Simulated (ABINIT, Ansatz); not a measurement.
Planning a run of ABINIT 10.8.3 on Al2O3 (Corundum). The input:

```
acell 3*1.0 Angstrom
rprim 
  2.380249999995 1.374237978213 4.331866666707
  -2.380249999995 1.374237978213 4.331866666707
  -0.000000000000 -2.748475956495 4.331866666685
ntypat 2
znucl 13 8
natom 10
typat 1 1 1 1 2 2 2 2 2 2
xred 
  0.352160000000 0.352160000000 0.352160000000
  0.147840000000 0.147840000000 0.147840000000
  0.647840000000 0.647840000000 0.647840000000
  0.852160000000 0.852160000000 0.852160000000
  0.556680000000 0.943320000000 0.250000000000
  0.250000000000 0.556680000000 0.943320000000
  0.943320000000 0.250000000000 0.556680000000
  0.443320000000 0.056680000000 0.750000000000
  0.750000000000 0.443320000000 0.056680000000
  0.056680000000 0.750000000000 0.443320000000
pp_dirpath "pseudos"
pseudos "Al.upf, O.upf"
ecut 36
ngkpt 6 6 6
nshiftk 1
shiftk 0 0 0
kptopt 1
chksymbreak 0
nband 33
occopt 1
tolvrs 1e-10
nstep 60
prtwf 0
optforces 0
optstress 0
indata_prefix "in"
outdata_prefix "out"
tmpdata_prefix "tmp"
```

```sh
OMP_NUM_THREADS=1 mpirun -n 4 abinit run.abi > log
```

Q: Estimate wall time and host memory on 4 MPI ranks of Arm Neoverse V2, shared host.

It took 70 s; on shared hardware allow 35 s to 2.3 min. Peak host memory was 0.47 GiB.

[Paths, hosts, dates, memory and timing lines, banners, echoed tables and standing remarks are left out of the program output.]

[Logs are printed without paths, hosts, clocks, repeated set-up lines and the standing remarks that a program may print on its own settings, such as how far it seeks lower states.]

[Runs of the session that timed out or met a known fault of the program may be left out.]

[Hosts, paths, dates, database ids (printed as entryN), source tags and the programs' standing remarks are cut or masked in the printed files.]

[G0W0 gaps are taken among the corrected bands and points alone; a level outside them can change the order at an edge.]

[Where Ansatz stands beside ABINIT at settings called matched, ABINIT's density can come from a denser mesh and the files from another edition; pairs whose starting gaps differed by over 0.03 eV were left out, so agreement reads better than it is.]
